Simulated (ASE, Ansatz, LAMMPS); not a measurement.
# (17,0) carbon nanotube (136 atoms): support functions against a reference

Wanted: errors and times of a linear-scaling basis for (17,0) carbon nanotube (136 atoms). A setting counts as converged where the r.m.s. difference of forces stays under 1 % of the r.m.s. force.

Main program and level: Ansatz 0.2.0; Kohn-Sham DFT, LDA, PAW (set soft_2), plane waves.

## (1) The starting structure

The cell holds 136 atoms: 136 C. Its edges and angles: a = 25.312 Å, b = 25.255 Å, c = 8.522 Å, α = 90.0°, β = 90.0°, γ = 90.0°. It derives from C (graphene). Graphene sheet (a = 2.46 Å) rolled into a (17,0) tube of diameter 13.31 Å, 2 periods, 12 Å of vacuum; not relaxed, displaced by a Gaussian of 0.02 Å. Vacuum lies along a and b. The structure repeats along c.

Before any run, some limits are plain. Beside vacuum, support functions can miss their usual error bounds without a warning. Only the Γ point is sampled, in a cell whose periodic width is 9 Å.

## (2) Plane-wave single point

This run is the reference for what follows, at a cutoff of 420 eV.

input.yaml reads:

```yaml
crystal:
  lattice:
    - [25.31172, 0.0, 0.0]
    - [0.0, 25.25493, 0.0]
    - [0.0, 0.0, 8.52169]
  atoms:
    - { symbol: C, position: [0.76168, 0.50065, 0.16815] }
    - { symbol: C, position: [0.75919, 0.54869, 0.08247] }
    - { symbol: C, position: [0.74519, 0.59553, 0.1687] }
    - { symbol: C, position: [0.72401, 0.6376, 0.08287] }
    - { symbol: C, position: [0.75954, 0.54886, 0.41523] }
    - { symbol: C, position: [0.7454, 0.59518, 0.33821] }
    - { symbol: C, position: [0.69329, 0.67689, 0.17093] }
    - { symbol: C, position: [0.65683, 0.71078, 0.08289] }
    - { symbol: C, position: [0.72423, 0.639, 0.41726] }
    - { symbol: C, position: [0.69521, 0.67748, 0.33705] }
    - { symbol: C, position: [0.61819, 0.73568, 0.16764] }
    - { symbol: C, position: [0.57141, 0.75351, 0.08166] }
    - { symbol: C, position: [0.65709, 0.71006, 0.41713] }
    - { symbol: C, position: [0.61768, 0.73655, 0.33389] }
    - { symbol: C, position: [0.52369, 0.76229, 0.16133] }
    - { symbol: C, position: [0.47521, 0.76142, 0.08415] }
    - { symbol: C, position: [0.5737, 0.75468, 0.41805] }
    - { symbol: C, position: [0.52396, 0.7622, 0.33611] }
    - { symbol: C, position: [0.42758, 0.75402, 0.16549] }
    - { symbol: C, position: [0.38215, 0.7362, 0.08603] }
    - { symbol: C, position: [0.47629, 0.76199, 0.41549] }
    - { symbol: C, position: [0.42875, 0.75425, 0.32881] }
    - { symbol: C, position: [0.34201, 0.71215, 0.16677] }
    - { symbol: C, position: [0.30543, 0.67748, 0.08163] }
    - { symbol: C, position: [0.3829, 0.7359, 0.41679] }
    - { symbol: C, position: [0.34227, 0.71031, 0.33343] }
    - { symbol: C, position: [0.27666, 0.63814, 0.16546] }
    - { symbol: C, position: [0.25489, 0.59517, 0.08505] }
    - { symbol: C, position: [0.30581, 0.67785, 0.41662] }
    - { symbol: C, position: [0.27504, 0.63876, 0.33068] }
    - { symbol: C, position: [0.24142, 0.54972, 0.16449] }
    - { symbol: C, position: [0.23704, 0.50063, 0.08749] }
    [... 98 atom lines left out ...]
    - { symbol: C, position: [0.74438, 0.40434, 0.6654] }
    - { symbol: C, position: [0.75773, 0.45129, 0.58223] }
    - { symbol: C, position: [0.7242, 0.35986, 0.91517] }
    - { symbol: C, position: [0.7444, 0.40356, 0.83442] }
    - { symbol: C, position: [0.75797, 0.45272, 0.91772] }
    - { symbol: C, position: [0.76306, 0.49971, 0.83247] }
kpoints:
  mp_grid: { grid: [1, 1, 1] }
hamiltonian:
  xc: lda
scf:
  occupations: { method: gaussian, width: 0.025 }
output:
  forces: true
  populations: intrinsic
  dos:
    method: { smearing: { sigma: 0.1 } }
    de: 0.1
    projected: { site_lists: { C: [C] } }
  eigenvalues: true
  write_density: true
  write_potential: true
  volumetric_format: npy
```

Command:

```sh
> ansatz run input.yaml --threads 8 --pin off --max-ram 15872MiB --backend cpu --events-out ev --progress --plain --runs-dir out
```

What it wrote:

```text
Engine: ansatz 0.2.0, aarch64-unknown-linux-gnu
Pseudopotentials: kind: paw
Pseudopotential: C, paw, valence charge 4, recommended cutoff 420 eV (normal), C.paw.azcp
[... 3 lines on functional and potentials left out ...]
Crystal: 136 atoms, lattice volume = 5447.454 Å³
Basis set: ecut = 420 eV, 106521 PW (Γ)
Bands: 408, of which v1, the nominal top of the filled ones, is band 272 counted from 1 (271 counted from 0)
Symmetry: 1 space group operations
Space group: P1 (ITA 1), of the structure as read, at distance tolerance 1.8e-4 Å
k-points: 1
[... 4 lines on functional and potentials left out ...]
Initial density: superposition of atomic densities (neutral atoms: chi_scale 0, normalization atom), corrected by the library's trained network
Initial wavefunctions: pseudopotential atomic-orbital guess
Functional: x = slater, c = lda
SCF iter   1: F=—  HF=-33024.983830 eV  |F-HF|=—  |Δ(HF+E_count)|=         —  Δρ=3.33e-3  dr2=5.19e-1  ethr=1.77e-3  ⟨swp⟩=7.0  Hψ=2015  notcnv=0  defer=115
preconditioner: auto → Resta (q_TF=auto, 1.858 Å⁻¹)  ε∞=1.6  [insulator: Δε(μ)=0.465 eV  Ē_g=14.664 eV  σ=0.025 eV  W_gap=1.00  n_scr=604 (ndim 8)  ℏωp=11.7 eV  f_vac=0.737  D(μ)=0.00/eV (n_scr^D=0)  ε∞_Penn≈1.6  vacuum switching on, ρ_ref=1.6e-2 e/Å³]
SCF iter   2: F=—  HF=-33024.911367 eV  |F-HF|=—  |Δ(HF+E_count)|=   7.25e-2  Δρ=1.56e-3  dr2=7.27e-2  ethr=9.54e-5  ⟨swp⟩=2.0  Hψ=649  notcnv=0  defer=132
SCF iter   3: F=—  HF=-33024.946610 eV  |F-HF|=—  |Δ(HF+E_count)|=   3.52e-2  Δρ=8.34e-4  dr2=2.43e-1  ethr=1.34e-5  ⟨swp⟩=2.0  Hψ=443  notcnv=0  defer=132  recentre
SCF iter   4: F=—  HF=-33024.963116 eV  |F-HF|=—  |Δ(HF+E_count)|=   1.65e-2  Δρ=7.36e-4  dr2=3.98e-1  ethr=1.34e-5  ⟨swp⟩=2.0  Hψ=431  notcnv=0  defer=132
SCF iter   5: F=—  HF=-33024.943758 eV  |F-HF|=—  |Δ(HF+E_count)|=   1.94e-2  Δρ=2.61e-4  dr2=3.91e-2  ethr=1.34e-5  ⟨swp⟩=1.0  Hψ=470  notcnv=0  defer=132
SCF iter   6: F=—  HF=-33024.942716 eV  |F-HF|=—  |Δ(HF+E_count)|=   1.04e-3  Δρ=1.03e-4  dr2=7.89e-4  ethr=7.20e-6  ⟨swp⟩=2.0  Hψ=301  notcnv=0  defer=132
SCF iter   7: F=—  HF=-33024.943461 eV  |F-HF|=—  |Δ(HF+E_count)|=   7.45e-4  Δρ=6.37e-5  dr2=3.50e-4  ethr=1.45e-7  ⟨swp⟩=2.0  Hψ=489  notcnv=0  defer=132
SCF iter   8: F=—  HF=-33024.943627 eV  |F-HF|=—  |Δ(HF+E_count)|=   1.66e-4  Δρ=3.37e-5  dr2=5.28e-4  ethr=6.43e-8  ⟨swp⟩=2.0  Hψ=420  notcnv=0  defer=132
SCF iter   9: F=—  HF=-33024.943632 eV  |F-HF|=—  |Δ(HF+E_count)|=   4.80e-6  Δρ=1.96e-5  dr2=9.82e-5  ethr=6.43e-8  ⟨swp⟩=2.0  Hψ=300  notcnv=0  defer=132
SCF iter  10: F=—  HF=-33024.943280 eV  |F-HF|=—  |Δ(HF+E_count)|=   3.53e-4  Δρ=9.85e-6  dr2=1.04e-5  ethr=1.80e-8  ⟨swp⟩=1.0  Hψ=408  notcnv=0  defer=132
SCF iter  11: F=—  HF=-33024.943281 eV  |F-HF|=—  |Δ(HF+E_count)|=   1.50e-6  Δρ=6.29e-6  dr2=5.28e-6  ethr=1.91e-9  ⟨swp⟩=2.0  Hψ=528  notcnv=0  defer=132
SCF iter  12: F=—  HF=-33024.943283 eV  |F-HF|=—  |Δ(HF+E_count)|=   2.11e-6  Δρ=3.68e-6  dr2=6.60e-7  ethr=9.71e-10  ⟨swp⟩=2.0  Hψ=314  notcnv=0  defer=132
SCF iter  13: F=—  HF=-33024.943284 eV  |F-HF|=—  |Δ(HF+E_count)|=   9.55e-7  Δρ=1.15e-6  dr2=1.27e-7  ethr=1.21e-10  ⟨swp⟩=3.0  Hψ=428  notcnv=0  defer=132
SCF iter  14: F=—  HF=-33024.943284 eV  |F-HF|=—  |Δ(HF+E_count)|=   1.07e-7  Δρ=6.23e-7  dr2=2.63e-7  ethr=1.84e-11  ⟨swp⟩=38.0  Hψ=5309  notcnv=0
SCF iter  15: F=-33024.943284 eV  HF=-33024.943284 eV  |F-HF|=6.86e-8  |Δ(HF+E_count)|=   6.61e-9  Δρ=3.85e-7  dr2=7.44e-8  ethr=1.84e-11  ⟨swp⟩=8.0  Hψ=2198  notcnv=0
SCF 1 converged in 15 iterations: F = -33024.943284 eV  dr2 = 7.44e-8
  greatest PAW one-centre occupation: 0.679 electrons in one spin orbital (limit 2), on the C atom at site 96 (counted from 0), in its partial waves of l = 0
WARN: The output density's exchange-correlation potential varies sharply where the density is thin. Do not read a vacuum level from v_tot or v_xc, or from such a field of the output density. On a cell that repeats whose density bears no net charge and no dipole along the vacuum's axis use v_es (v_loc + v_h of the components); [...]
SCF converged after 15 iterations
Free energy (F): -33024.943284 eV
Harris-Foulkes:  -33024.943284 eV  (|F-HF|=6.86e-8)
Internal energy: -33024.943284 eV  (E = F + TS)
E sigma→0 (E₀):  -33024.943284 eV
Fermi energy:    -2.024242 eV
--- Per-component energies (eV) ---
  E_band       = -6062.949105
  E_kinetic    = 12401.904338
  E_local      = -216020.688254  (includes V_loc(G=0)·N_el)
  E_nonlocal   = 3873.979910
  E_hartree    = 101379.286764
  E_xc         = -6458.082561
  E_vxc        = -8028.660343  (∫ρ·V_xc dr)
  E_paw        = -12501.570513  (= ΣΔE_a)
  E_vpaw       = -1048.062291  (= ΣTr[D̂ρ^β])
  E_aug_tail   = 0.001299  (compensation charges beyond the density's cutoff)
  E_ewald      = 84291.680512
  E_core_change = 8.545221  (= ΣΔE_core)
  E_smearing   = -0.000000  (= −TS)
  E_closure    = 0.000000  (closes the sum)
  Σ components = -33024.943284   (vs F -33024.943284, Δ=0.00e0)
--- Forces (eV/Å), atoms counted from 1 ---
  atom   1  C      0.63958054    -0.79435758    -1.91061623
  atom   2  C     -0.58445840     0.33075013     2.26958550
  atom   3  C      0.30771127    -0.59053478    -0.56770272
  atom   4  C     -1.24868846     1.48266692     0.88610878
  atom   5  C     -0.58438162    -0.16963843     0.99214762
  atom   6  C      0.00945397     0.67362507    -1.75911041
  atom   7  C      0.52124560    -0.13861757    -1.93425100
  atom   8  C      2.53363529    -1.83419002     1.05203807
  atom   9  C      0.26485770    -0.18064084     0.80642010
  atom  10  C     -1.33507399     0.62590280    -0.77005128
  atom  11  C     -2.48004247     1.23489372    -0.90812495
  atom  12  C      0.88822076    -0.26270846     1.17102605
  atom  13  C      1.50746385    -0.62064068    -0.18012684
  atom  14  C      0.13630929    -0.17554390     0.08140137
[...]
atom 135  C     -0.07468671    -2.35799644    -1.70912726
  atom 136  C     -0.43046413     1.12039780     1.34673812
  max |Σ_I F_I| component: 4.61e-4 eV/Å
--- Band table (eV) ---
  k-point 0: bands = ["-21.5052", "-21.4463", "-21.4386", "-21.2582", [... 392 levels ...], "4.9243", "4.9294", "4.9316", "4.9344", "4.9375", "4.9402", "4.9462", "5.0657", "5.1149", "5.1368", "5.1849", "5.1877"]
--- intrinsic populations: 136 sites ---
  site symbol       q [e]
     0      C      3.9957
     1      C      4.0051
     2      C      3.9950
[...]
135      C      4.0019
  spilling = -0.000000 (of n_electrons = 544.000000)
```

Elapsed: 59 s, on 8 threads of Arm Neoverse V2, shared host; peak memory 5.4 GiB.

Reading the cycles: dr2 is the Hartree energy of the density residual (eV), the measure of convergence; HF is the Harris–Foulkes estimate of the energy, which meets the free energy F at convergence.

The program notes that the exchange-correlation potential is rough where the density is thin.

Read from the output:

```
free energy                                      : -33024.9433 eV
free energy per atom                             : -242.8305 eV/atom
SCF cycles                                       : 15
r.m.s. force component                           : 1.092 eV/Å
longest force                                    : 3.978 eV/Å
Fermi energy                                     : -2.024 eV
gap (highest filled to lowest empty level) : 0.4714 eV
```

Length of the force by element and coordination:

```csv
element,coordination,atoms,mean length of the force (eV/Å),spread,least,most
C,all,136,1.72,0.799,0.218,3.98
```

Intrinsic-atomic-orbital charges by element and coordination:

```csv
element,coordination,atoms,mean charge (e),spread,least,most
C,all,136,0,0.0029,-0.0091,0.0076
```

Density of states as counts of states in windows of 1 eV (from the Fermi level), total and the larger projections:

```csv
from (eV),to (eV),total,C p,C s
-14,-13,27.0,15.5,11.2
-13,-12,34.3,21.9,12.1
-12,-11,9.8,6.3,3.4
-11,-10,23.6,19.2,4.1
-10,-9,21.5,17.0,4.3
-9,-8,20.6,16.9,3.5
-8,-7,53.0,46.0,6.1
-7,-6,70.9,67.8,2.6
-6,-5,54.6,52.6,1.4
-5,-4,34.2,33.4,0.6
-4,-3,28.9,28.5,0.3
-3,-2,32.8,32.6,0.1
-2,-1,12.4,12.3,0.0
-1,0,8.2,8.1,0.0
0,1,10.0,9.9,0.0
1,2,28.0,26.7,0.2
2,3,12.1,11.5,0.0
3,4,22.0,11.7,0.1
4,5,33.5,12.0,0.0
```

Between -20 and -14 eV lie 112 more states.

The levels nearest the highest filled one (over half full), pooled over k-points and spins:

```csv
level less the highest filled one (eV),occupation
-0.937,2
-0.913,2
-0.364,2
-0.285,2
-0.0315,2
0,2
0.471,0
0.518,0
0.676,0
0.785,0
1.18,0
1.24,0
```

Valence density in the ca plane at fractional y = 0.240, with atoms of C within 0.2 Å of it. It is the smooth field of the valence electrons, not physical close to the nuclei.

Ten even steps from '_' (0.0 e/Å³) to '@' (1.9 e/Å³), each cell a mean:
```
________________________________________________
________________________________________________
________________________________________________
________________________________________________
________________________________________________
________________________________________________
________________________________________________
________________________________________________
____....::......::....______..::::....::::....__
----++++==::::--++**==------++++--::::--++**++--
**##%%%%==::::--##@@##**++##@@%%++--::--**@@%%**
..--**@@%%####%%@@%%==::..--**@@%%####%%@@%%==::
%%%%@@%%==....::**@@@@####%%@@##==....::++@@@@%%
..::++@@%%####%%@@%%==....::++%%%%##**##@@##==::
::--====--::..::==++==--::--++++--::..::==++==--
........________................________........
________________________________________________
________________________________________________
________________________________________________
________________________________________________
________________________________________________
________________________________________________
________________________________________________
________________________________________________
```
Columns run along c (8.5 Å), rows up along a (25.3 Å). Atoms in or near the plane, at fractional coordinates: C at (0.17, 0.43), C at (0.08, 0.48), C at (0.33, 0.43), C at (0.17, 0.52), C at (0.08, 0.57), C at (0.41, 0.48), C at (0.33, 0.53), C at (0.41, 0.57), C at (0.66, 0.43), C at (0.58, 0.48), C at (0.83, 0.43), C at (0.66, 0.53), C at (0.58, 0.57), C at (0.92, 0.48) and more.

Electrostatic potential energy in the ca plane at fractional y = 0.240, with atoms of C within 0.2 Å of it. With pseudopotentials it is smooth inside the atoms' cores, unlike the true potential.

Ten even steps from '_' (-53 eV) to '@' (3 eV), each cell a mean:
```
@@@@@@@@@@@@@@@@@@@@@@@@@@@@@@@@@@@@@@@@@@@@@@@@
@@@@@@@@@@@@@@@@@@@@@@@@@@@@@@@@@@@@@@@@@@@@@@@@
@@@@@@@@@@@@@@@@@@@@@@@@@@@@@@@@@@@@@@@@@@@@@@@@
@@@@@@@@@@@@@@@@@@@@@@@@@@@@@@@@@@@@@@@@@@@@@@@@
@@@@@@@@@@@@@@@@@@@@@@@@@@@@@@@@@@@@@@@@@@@@@@@@
@@@@@@@@@@@@@@@@@@@@@@@@@@@@@@@@@@@@@@@@@@@@@@@@
@@@@@@@@@@@@@@@@@@@@@@@@@@@@@@@@@@@@@@@@@@@@@@@@
@@@@@@@@@@@@@@@@@@@@@@@@@@@@@@@@@@@@@@@@@@@@@@@@
@@@@@@%%%%%%@@%%%%%%@@@@@@@@@@%%%%%%@@%%%%%%@@@@
%%**++**##%%%%##**++++##%%**++**##%%%%##**++++##
**::..--**%%%%##==..::++**--..--++##%%##++::::==
%%%%++..__--++..__--##%%%%##++..__==**..__--##%%
++..__--##%%%%%%++____--++..__--##%%@@%%**..__::
%%%%**..__--++..__--##%%%%%%**..__==**..__--##%%
%%##**####%%%%####****%%%%**++**##%%%%####****%%
@@@@@@@@@@@@@@@@@@@@%%@@@@%%%%@@@@@@@@@@@@@@@@@@
@@@@@@@@@@@@@@@@@@@@@@@@@@@@@@@@@@@@@@@@@@@@@@@@
@@@@@@@@@@@@@@@@@@@@@@@@@@@@@@@@@@@@@@@@@@@@@@@@
@@@@@@@@@@@@@@@@@@@@@@@@@@@@@@@@@@@@@@@@@@@@@@@@
@@@@@@@@@@@@@@@@@@@@@@@@@@@@@@@@@@@@@@@@@@@@@@@@
@@@@@@@@@@@@@@@@@@@@@@@@@@@@@@@@@@@@@@@@@@@@@@@@
@@@@@@@@@@@@@@@@@@@@@@@@@@@@@@@@@@@@@@@@@@@@@@@@
@@@@@@@@@@@@@@@@@@@@@@@@@@@@@@@@@@@@@@@@@@@@@@@@
@@@@@@@@@@@@@@@@@@@@@@@@@@@@@@@@@@@@@@@@@@@@@@@@
```
Columns run along c (8.5 Å; values clipped at the 3rd and 97th percentile), rows up along a (25.3 Å). Atoms in or near the plane, at fractional coordinates: C at (0.17, 0.43), C at (0.08, 0.48), C at (0.33, 0.43), C at (0.17, 0.52), C at (0.08, 0.57), C at (0.41, 0.48), C at (0.33, 0.53), C at (0.41, 0.57), C at (0.66, 0.43), C at (0.58, 0.48), C at (0.83, 0.43), C at (0.66, 0.53), C at (0.58, 0.57), C at (0.92, 0.48) and more.

Intrinsic-atomic-orbital charges run from -0.01 to +0.01 e. The largest share in the top eV of filled states is C p (100 % of the projected weight), and in the lowest eV of empty states C p (100 % of the projected weight).

## (3) Local order

These statistics describe the geometry on which the runs were made.

Normalised to the volume that the atoms fill. Pair distribution function in bins of 0.2 Å:

```csv
r (Å),total
1.30,2.29
1.50,6.45
1.70,0.00
1.90,0.00
2.10,0.00
2.30,0.15
2.50,5.67
2.70,0.25
2.90,1.95
3.10,0.00
3.30,0.00
3.50,0.00
3.70,2.45
3.90,0.07
4.10,0.29
4.30,1.67
4.50,0.00
4.70,0.19
4.90,1.44
5.10,1.22
5.30,0.00
5.50,0.28
5.70,0.28
5.90,0.27
6.10,0.56
6.30,0.80
6.50,1.03
6.70,0.00
```

Bonds by pair of elements; cutoffs follow the first minimum of g(r), held within bounds set by covalent radii, and pairs that aren't listed don't count as bonded:

```csv
pair A-B,cutoff (Å),bonds,mean length (Å),spread (Å),shortest (Å),B about A,A about B
C-C,1.85,204,1.42,0.026,1.35,3,3
```

How many atoms have how many bonded neighbours:

```csv
element,mean,3
C,3,136
```

Bond angles (no mean is given where the spread exceeds 20°):

```csv
angle,count,mean (°),spread (°)
C-C-C,408,120,1.7
```

The first maximum of g(r) stands at about 1.42 Å. By these cutoffs all C atoms have 3 bonded neighbours. The C-C-C angle averages 120° with a spread of 1.7°.

(Part 1 of 2 ends here.)

[Long decimals in the printed logs are rounded to 6 places.]

[Logs are printed without paths, hosts, clocks, repeated set-up lines and the standing remarks that a program may print on its own settings, such as how far it seeks lower states.]

[Hosts, paths, dates, database ids (printed as entryN), source tags and the programs' standing remarks are cut or masked in the printed files.]
